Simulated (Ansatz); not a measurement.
# What CaSiS3 (model cell, started as cubic perovskite with Si in the octahedra) distorts into, part 3 of 3

Wanted: the energy along a soft mode of CaSiS3 (model cell, started as cubic perovskite with Si in the octahedra) and the structure at the end.

Ansatz 0.2.0; DFT LDA, scalar-relativistic, plane waves, PAW; PAW set soft_1.

So far. Step 5 (Energy along the mode, all amplitudes (two of the runs …): The lowest of the steps tried is the last one, at 0.6 Å, 148 meV/atom below the parent; the bottom of the well need not coincide with a step. Step 7 (The new phase in its own primitive cell): The largest force component left is 0.50 meV/Å and the pressure is 0.004 GPa, within the tolerances set. The cell now holds 17.89 Å³/atom. The relaxed cell has a = 6.501, c = 14.661 Å (conventional setting).

The structure was built from a prototype and need not be the compound's stable phase.

## Step 8: Modes of the new phase, k-mesh 6×6×6, occupations fixed

A relaxed structure may still be a saddle point, so its zone-centre modes are computed. The response to a homogeneous field gives the Born charges and the dielectric tensor.

Input file input.yaml:

```yaml
crystal:
  lattice:
    - [3.2503872302, 1.8766119423, 4.8869535632]
    - [-3.2503872302, 1.8766119423, 4.8869535632]
    - [0.0, -3.7532238846, 4.8869535632]
  atoms:
    - { symbol: Ca, position: [0.75, 0.75, 0.75] }
    - { symbol: Ca, position: [0.25, 0.25, 0.25] }
    - { symbol: Si, position: [0.5, 0.5, 0.5] }
    - { symbol: Si, position: [0.0, 0.0, 0.0] }
    - { symbol: S, position: [0.1621770971, 0.75, 0.3378229029] }
    - { symbol: S, position: [0.8378229029, 0.25, 0.6621770971] }
    - { symbol: S, position: [0.3378229029, 0.1621770971, 0.75] }
    - { symbol: S, position: [0.6621770971, 0.8378229029, 0.25] }
    - { symbol: S, position: [0.75, 0.3378229029, 0.1621770971] }
    - { symbol: S, position: [0.25, 0.6621770971, 0.8378229029] }
kpoints:
  mp_grid: { grid: [6, 6, 6] }
hamiltonian:
  xc: lda
  pseudopotentials: { kind: paw, azcp: { folder: soft_1 }, xc_functional: pbe }
scf:
  occupations: { method: fixed }
output:
  eigenvalues: true
phonons:
  method: dfpt
  dielectric: true
  rigid_motions: translations
```

Run with:

```
$ ansatz run input.yaml --threads 4 --pin off --max-ram 16384MiB --backend cpu --events-out ev --progress --plain --runs-dir out
```

Numbers of over 12 decimals in the logs are rounded to 6 here.

The log of the run:

```text
[...]
Crystal: 10 atoms, lattice volume = 178.854 Å³
Basis set: ecut = 420 eV, 3497 PW (Γ), exchange–correlation on 96×96×96 points (8 copies of the dense FFT grid, shifted against one another)
Bands: 42, of which v1, the nominal top of the filled ones, is band 32 counted from 1 (31 counted from 0)
Symmetry: 12 space group operations
k-points: 112 of 216 (irreducible under 1 space group operation, time reversal used)
[...]
SCF iter   1: F=—  HF=-9994.174060 eV  |F-HF|=—  |Δ(HF+E_count)|=         —  Δρ=5.48e-2  dr2=1.25e1  ethr=3.10e-3  ⟨swp⟩=7.7  Hψ=23014  notcnv=0  defer=779
[...]
SCF iter  10: F=-9990.280514 eV  HF=-9990.280514 eV  |F-HF|=7.28e-12  |Δ(HF+E_count)|=  5.82e-11  Δρ=9.98e-8  dr2=1.91e-11  ethr=1.00e-12  ⟨swp⟩=22.4  Hψ=44626  notcnv=0
SCF 1 converged in 10 iterations: F = -9990.280514 eV  dr2 = 1.91e-11
[...]
NSCF: frozen V_eff on 6 k-points
DFPT response loops at Γ: preconditioner auto → Resta (q_TF=auto, 2.299 Å⁻¹)  ε∞=10.6 (no band partly filled); β = 1.00, the filter's whole step (`scf.mixing.beta` (0.50) is not read by the response loops at its default; to damp them type it under 1.00, their step now; it binds the ground state too); Broyden in place of MSR1
── the response to a field inside a basis, on 8×8×8 k-points: an SCF that follows is theirs, and a resumed run solves both again ──
Bands: 33, of which v1, the nominal top of the filled ones, is band 32 counted from 1 (31 counted from 0)
k-points: 60 of 512
[...]
Eigensolver: Dense (60 Hₖ)
SCF iter   1: F=—  HF=-9990.215331 eV  |F-HF|=—  |Δ(HF+E_count)|=         —  Δρ=1.56e-4  dr2=1.66e-5  ethr=1.00e-1
[...]
SCF iter   3: F=-9990.215333 eV  HF=-9990.215333 eV  |F-HF|=5.85e-9  |Δ(HF+E_count)|=   9.04e-7  Δρ=5.72e-6  dr2=6.33e-8  ethr=9.00e-9
SCF 1 converged in 3 iterations: F = -9990.215333 eV  dr2 = 6.33e-8
[...]
WARN: field response: ε∞ stands inside a basis, on 8×8×8 points; the force constants stand on the 6×6×6 k-mesh, whose period is 13.03 times the interband length at k = (0.0000, 0.0000, 0.0000), direct gap 0.647 eV, under 14: take them and everything formed from them as unconverged, and compare with a denser kpoints.mp_grid
SCF converged after 10 iterations
Free energy (F): -9990.280514 eV
[...]
Internal energy: -9990.280514 eV  (E = F + TS)
E sigma→0 (E₀):  -9990.280514 eV
Fermi energy:    8.185440 eV
[...]
--- Band table (eV; the first three rows and the last of 112) ---
  k-point 0: bands = [... 28 lower, 7.2085, 7.5983, 7.5983, 8.1854, 8.8329, 10.4992, 11.1724, 11.1724, ... 6 higher]
  k-point 1: bands = [... 28 lower, 7.1528, 7.6809, 7.7012, 8.0297, 8.8160, 10.5851, 10.9316, 11.1491, ... 6 higher]
  k-point 2: bands = [... 28 lower, 7.0170, 7.4179, 7.7864, 7.9067, 8.8042, 9.7999, 11.4019, 11.5681, ... 6 higher]
  k-point 111: bands = [... 28 lower, 6.8252, 6.8252, 6.8252, 6.8252, 9.2208, 9.2208, 12.0205, 12.0205, ... 6 higher]
--- Phonons (Γ-DFPT): 6 representative perturbations + reference, on 112 of 216 k-points (Σ response iterations 18) ---
  k mesh reduced under 1 symmetry operation, with k and −k counted as one. Each operation leaves every solved perturbation unchanged. A smaller set is not considered because the run solves the response to a homogeneous field
  ASR residual: 9.868e-5 → 0.000e0 eV/Å²; symmetrization residual: 5.836e-6 eV/Å²
  ASR residual per site (eV/Å²): 9.87e-5 9.87e-5 1.47e-5 1.47e-5 5.64e-5 5.64e-5 6.04e-5 6.04e-5 5.64e-5 5.64e-5
  Γ frequencies (cm⁻¹): -76.91 -76.91 -70.23 0.00 0.00 0.00 37.74 82.67 82.67 126.22 131.22 131.22 132.08 169.40 169.40 241.22 252.37 252.37 265.69 265.69 277.31 291.74 328.65 328.65 363.79 367.30 367.43 367.43 385.22 385.22
  ε∞ (high-frequency dielectric tensor):
       11.131594     0.000000     0.000000
       -0.000000    11.131594    -0.000000
        0.000000    -0.000000    15.671159
  softest optical mode at Γ: -76.91 cm⁻¹; the repairs (sum rule, projections) moved no ω² at Γ by more than (1.55 cm⁻¹)²
  Born effective charges Z* (e; rows j = field, columns β = displacement):
    site 0:
         2.62356   -0.00000   -0.00000
        -0.00000    2.62356   -0.00000
        -0.00000   -0.00000    2.46547
    site 1:
         2.62356   -0.00000   -0.00000
        -0.00000    2.62356   -0.00000
         0.00000   -0.00000    2.46547
    site 2:
         4.84037    1.29435    0.00000
        -1.29435    4.84037    0.00000
         0.00000    0.00000    4.22269
    site 3:
         4.84037   -1.29435   -0.00000
         1.29435    4.84037   -0.00000
        -0.00000    0.00000    4.22269
    site 4:
        -2.52326    0.06112   -0.39861
         0.06112   -2.45269    0.23014
        -0.82282    0.47505   -2.22939
    site 5:
        -2.52326    0.06112   -0.39861
         0.06112   -2.45269    0.23014
        -0.82282    0.47505   -2.22939
    site 6:
        -2.41740   -0.00000    0.00000
         0.00000   -2.55855   -0.46027
        -0.00000   -0.95011   -2.22939
    site 7:
        -2.41740   -0.00000   -0.00000
         0.00000   -2.55855   -0.46027
         0.00000   -0.95011   -2.22939
    site 8:
        -2.52326   -0.06112    0.39861
        -0.06112   -2.45269    0.23014
         0.82282    0.47505   -2.22939
    site 9:
        -2.52326   -0.06112    0.39861
        -0.06112   -2.45269    0.23014
         0.82282    0.47505   -2.22939
  Z* charge neutrality: 9.006e-3 e pre-enforcement
  solved inside a basis spanned on kpoints, on 8×8×8 k-points, its susceptibility summed on 10×10×10: ε∞ is read to err by 7.7e-2, Z* by 4.1e-2 e (field_mesh: kpoints solves on kpoints); Z* is corrected for what the basis lacks
  optical modes at Γ without the LO–TO term, one row a degenerate level:
      ω (cm⁻¹)  modes    IR ((D/Å)²/amu)
        -76.91      2            28.4178
        -70.23      1            26.6973
         37.74      1             0.0000
         82.67      2             0.0000
        126.22      1             6.6784
        131.22      2            24.9523
        132.08      1             0.0000
[...]
optical modes at Γ + LO–TO along q̂ = [1.0000, 0.0000, 0.0000]:
      ω (cm⁻¹)  modes    IR ((D/Å)²/amu)
[...]
optical modes at Γ + LO–TO along q̂ = [0.0000, 1.0000, 0.0000]:
      ω (cm⁻¹)  modes    IR ((D/Å)²/amu)
[...]
optical modes at Γ + LO–TO along q̂ = [0.0000, 0.0000, 1.0000]:
      ω (cm⁻¹)  modes    IR ((D/Å)²/amu)
[...]
152.85      1            10.5214
        169.40      2             0.0000
        241.22      1             0.0000
        252.37      2             0.0000
        265.69      2            72.4292
        291.74      1             0.0000
        324.44      1            45.2109
        328.65      2             0.0000
        363.79      1             0.0000
        367.30      1             0.0000
        367.43      2            20.1652
        385.22      2             6.7845
```

The job ended after 4.8 min (4 threads of Arm Neoverse V1, shared host; peak memory 3.2 GiB).

This step gave:

| Item | Value |
| --- | --- |
| sum-rule residual before enforcement | 9.87e-5 eV/Å² |
| miss of the charge sum rule | 0.009006 e |
| estimated error of the dielectric tensor | 0.07654 |
| estimated error of the Born charges | 0.04126 e |
| point group | -3m |
| highest optical mode at the zone centre (no LO-TO term) | 385.2 cm⁻¹ |
| lowest optical zone-centre mode | -76.91 cm⁻¹ |
| mean high-frequency dielectric constant | 12.64 |
| largest Born charge (third of the trace) | 4.635 e |
| top of the zone-centre spectrum with the field | 414.8 cm⁻¹ |

Patterns of degenerate modes are one choice out of their space. The modes at Γ (shares of kinetic energy by element, %) (negative means imaginary):

```tsv
mode	frequency (cm⁻¹)	symmetry	Ca %	Si %	S %
1	-76.9	Eu	4	11	85
2	-76.9	Eu	4	11	85
3	-70.2	A2u	53	4	42
4	0.0	acoustic	24	17	59
5	0.0	acoustic	24	17	59
6	0.0	acoustic	24	17	59
7	37.7	A2g	100	0	0
8	82.7	Eg	11	0	89
9	82.7	Eg	11	0	89
10	126.2	A2u	22	59	19
11	131.2	Eu	25	59	17
12	131.2	Eu	25	59	17
13	132.1	A2g	0	0	100
14	169.4	Eg	67	0	33
15	169.4	Eg	67	0	33
16	241.2	A1g	0	0	100
17	252.4	Eg	4	0	96
18	252.4	Eg	4	0	96
19	265.7	Eu	42	17	41
20	265.7	Eu	42	17	41
21	277.3	A2u	0	20	80
22	291.7	A1u	0	9	91
23	328.6	Eg	18	0	82
24	328.6	Eg	18	0	82
25	363.8	A1u	0	91	9
26	367.3	A2g	0	0	100
27	367.4	Eu	2	30	69
28	367.4	Eu	2	30	69
29	385.2	Eu	3	67	30
30	385.2	Eu	3	67	30
```

Displacements in mode 2 (-76.9 cm⁻¹), the largest set to 1:
```
Ca1 -0.32 -0.04  0.00
Ca2 -0.32 -0.04  0.00
Si3 -0.55 -0.28  0.00
Si4 -0.61  0.13  0.00
S5   0.48 -0.38 -0.86
S6   0.48 -0.38 -0.86
S7  -0.15  0.10 -0.14
S8  -0.15  0.10 -0.14
S9   0.58  0.40  1.00
S10  0.58  0.40  1.00
```

Displacements in mode 28 (367.4 cm⁻¹), the largest set to 1:
```
Ca1  0.01 -0.24  0.00
Ca2  0.01 -0.24  0.00
Si3  0.62  1.00  0.00
Si4 -0.70  0.95  0.00
S5   0.64  0.15  0.47
S6   0.64  0.15  0.47
S7  -0.02 -0.90 -0.89
S8  -0.02 -0.90 -0.89
S9  -0.60  0.20  0.41
S10 -0.60  0.20  0.41
```

Optical modes at the zone centre, without and with the macroscopic field of the longitudinal modes; each column is sorted by frequency, so a row need not hold one and the same mode. Modes with and without the field, by row:

```tsv
rank among optical modes	no field (cm⁻¹)	q along (1, 0, 0) (cm⁻¹)	q along (0, 0, 1) (cm⁻¹)
1	-76.9	-76.9	-76.9
2	-76.9	-70.2	-76.9
3	-70.2	17.5	37.7
4	37.7	37.7	78.7
5	82.7	82.7	82.7
6	82.7	82.7	82.7
7	126.2	126.2	131.2
8	131.2	131.2	131.2
9	131.2	132.1	132.1
10	132.1	161.2	152.8
11	169.4	169.4	169.4
12	169.4	169.4	169.4
13	241.2	241.2	241.2
14	252.4	252.4	252.4
15	252.4	252.4	252.4
16	265.7	265.7	265.7
17	265.7	277.3	265.7
18	277.3	291.7	291.7
19	291.7	323.2	324.4
20	328.6	328.6	328.6
21	328.6	328.6	328.6
22	363.8	363.8	363.8
23	367.3	367.3	367.3
24	367.4	367.4	367.4
25	367.4	379.9	367.4
26	385.2	385.2	385.2
27	385.2	414.8	385.2
```

Born charge (rows field, columns displacement) (e), principal values of the symmetric part by kind of site:

```tsv
atom	atoms with these values	low	middle	high	mean
Ca1	2	2.47	2.62	2.62	2.57
Si3	2	4.22	4.84	4.84	4.63
S5	6	-3.12	-2.42	-1.67	-2.40
```

In full for Si3:

```
 4.84  1.29  0.00
-1.29  4.84  0.00
 0.00  0.00  4.22
```

High-frequency dielectric tensor:

```
11.13  0.00  0.00
 0.00 11.13  0.00
 0.00  0.00 15.67
```

Transverse modes; imaginary modes are left out. Lines of the infrared spectrum (strongest = 100):

```tsv
position (cm⁻¹)	lines merged	relative intensity
38	1	0.0
83	1	0.0
126	1	9.2
131	1	34
132	1	0.0
169	1	0.0
241	1	0.0
252	1	0.0
266	1	100
277	1	39
292	1	0.0
329	1	0.0
364	1	0.0
367	2	28
385	1	9.4
```

Before it was imposed, the acoustic sum rule was missed by 9.9e-5 eV/Å² and the charge sum rule by 0.0090 e. Small misses are needed for a sound result but don't prove that mesh and cutoff are converged. The lowest optical mode is imaginary, 76.9i cm⁻¹, so the energy falls along it.

The log warns of the k mesh: “the force constants stand on the 6×6×6 k-mesh, whose period is 13.03 times the interband length at k = (0.0000, 0.0000, 0.0000), direct gap 0.647 eV, under 14: take them and everything formed from them as unconverged”.

## Step 9: What came out

| Property | Result |
| --- | --- |
| unstable mode of the parent | q = (-0.5, -0.5, -0.5), 182i cm⁻¹ |
| depth at the lowest point sampled | 148 meV/atom |
| largest atomic shift at that point | 0.6 Å |
| space group reached (within 0.01 Å) | R-3c |
| energy gained over the parent (first relaxation, on the mesh of the frozen mode) | 183 meV/atom |
| volume per atom, phase reached | 17.9 Å³ |
| gap on the k-mesh, phase reached | 0.537 eV |
| lowest optical zone-centre mode, phase reached | -76.9 cm⁻¹ |
| highest optical mode at the zone centre (no LO-TO term), phase reached | 385 cm⁻¹ |

Along this mode the structure falls into R-3c, 183 meV/atom below the parent. At the parent's cell the well is 148.0 meV/atom deep on the steps tried, with its lowest point at a shift of 0.6 Å. That is the last step tried, so the steps alone don't bracket the bottom of the well. Relaxing atoms and cell changes the gain by +35.33 meV/atom against the lowest step (energies at zero smearing). The new phase still has an imaginary mode at the zone centre of its cell, so it is a saddle point on the way to a lower structure. Of the 6 patterns followed to their end from this parent, this one reaches the lowest energy. Each path keeps the symmetry of its pattern, so a lower phase may lie along a pattern not tried. With the field response the log warns that the k mesh is coarse for the force constants too, so the frequencies may not be converged. With no gap, or one that is small against the smearing, the frequencies hang on the k mesh and the smearing, most of all near Kohn anomalies. The PAW files were made for PBE and serve the other functionals too. A phonon run warned that its eigensolver left some bands unconverged in a pass. The starting cell was built on a prototype and not taken from a measurement, so the phase need not exist.

[Logs are printed without paths, hosts, clocks, repeated set-up lines and the standing remarks that a program may print on its own settings, such as how far it seeks lower states.]

[Hosts, paths, dates, database ids (printed as entryN), source tags and the programs' standing remarks are cut or masked in the printed files.]
